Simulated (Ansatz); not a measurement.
Rows from a G0W0 calculation on CdF2 (fluorite (111) film, 2 layers) (Ansatz 0.2.0; G0W0 on LDA, plane waves, PAW; 6×6×1 mesh, 197 empty bands, screening to 36 eV), in eV. Spin-orbit coupling is left out.

```tsv
row	k	band	start	Σx	Σc at the solution	Vxc
A	(0.000, -0.500, 0.000)	v1	-8.374	-33.243	5.028	-26.183
B	Γ	c2	-3.775	-9.238	-2.693	-13.908
C	(0.000, -0.500, 0.000)	c1	-1.679	-12.055	-3.225	-17.697
D	(0.000, -0.500, 0.000)	c2	-1.532	-11.069	-3.303	-16.788
E	Γ	v1	-8.636	-34.249	4.979	-27.178
F	Γ	c1	-5.179	-9.141	-2.850	-13.942
```

**Question.** Work out each quasiparticle level and how far it moved.

The quasiparticle equation reads E = start + Σx + Σc(E) − Vxc.

```tsv
row	E (eV)	shift (eV)
A	-10.407	−2.033
B	-1.798	+1.977
C	0.737	+2.417
D	0.885	+2.416
E	-10.728	−2.092
F	-3.228	+1.951
```

The gap over the computed points goes from 3.20 eV to 7.18 eV.

Limits: not at the basis limit; coarse mesh for a sheet; d shell near the gap, gap tends to lie low; no spin-orbit coupling.

[Paths, hosts, dates, memory and timing lines, banners, echoed tables and standing remarks are left out of the program output.]

[Logs are printed without paths, hosts, clocks, repeated set-up lines and the standing remarks that a program may print on its own settings, such as how far it seeks lower states.]

[Runs of the session that timed out or met a known fault of the program may be left out.]

[Cells called generated may have been cut or substituted from an entry of the Crystallography Open Database or the Materials Project.]

[Hosts, paths, dates, database ids (printed as entryN), source tags and the programs' standing remarks are cut or masked in the printed files.]
